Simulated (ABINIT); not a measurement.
# Calculated records

```
Quasiparticle gap of CsPbI2Br (P4/mmm) in ABINIT
1.0
     6.37530    0.00000    0.00000
     0.00000    6.37530    0.00000
     0.00000    0.00000    5.96222
Cs Pb I Br
1 1 2 1
Direct
  0.50000 0.50000 0.50000
  0.00000 0.00000 0.00000
  0.00000 0.50000 0.00000
  0.50000 0.00000 0.00000
  0.00000 0.00000 0.50000
# method: RPA screening on PBE, plane waves, norm-conserving pseudopotentials (and 2 further levels or steps)
# program: ABINIT 10.8.3
# settings: cutoff 34 Ha, PseudoDojo scalar-relativistic 0.4 stringent, norm-conserving, ngkpt (2, 2, 2), nband 148, ecuteps 3.2 Ha, inclvkb 2, shiftk (0, 0, 0), symchi 1, awtr 1, frequency ppm, 2×2×2 k-mesh
# cost: 5 runs, 15 min in all on 8 MPI ranks of Intel Xeon Platinum 8488C (Sapphire Rapids), shared host
# notes: The program’s warnings: nproc spkpt=  >= nkpt= * nsppol=. The cell and positions are those that the Materials Project relaxed with its own functionals (PBE, PBE+U or r2SCAN), kept fixed. Limits: no spin-orbit coupling. The 2×2×2 mesh is coarse for this cell, which bears on the long-range parts of exchange and screening.
# PBE gap: 1.48 eV, direct
# G0W0 gap on the mesh: 2.52 eV
# GW settings: 2×2×2 mesh, 148 bands, screening to 87.1 eV, Godby-Needs plasmon pole
# known limits: short of the basis limit; no spin-orbit coupling; coarse k mesh
```

[Long decimals in the printed logs are rounded to 6 places.]

[Logs are printed without paths, hosts, clocks, repeated set-up lines and the standing remarks that a program may print on its own settings, such as how far it seeks lower states.]

[Paths, hosts, dates, memory and timing lines, banners, echoed tables and standing remarks are left out of the program output; an Ansatz launch command may be rebuilt from the run's recorded settings. Measured values are a selection of at most five: reports struck by readers or far from the other reports are left out. None is set beside runs whose start may be inverted or whose files or cutoffs have a known fault.]

[Runs of the session that timed out or met a known fault of the program may be left out.]

[Hosts, paths, dates, database ids (printed as entryN), source tags and the programs' standing remarks are cut or masked in the printed files.]

[G0W0 gaps are taken among the corrected bands and points alone; a level outside them can change the order at an edge.]

[Where Ansatz stands beside ABINIT at settings called matched, ABINIT's density can come from a denser mesh and the files from another edition; pairs whose starting gaps differed by over 0.03 eV were left out, so agreement reads better than it is.]
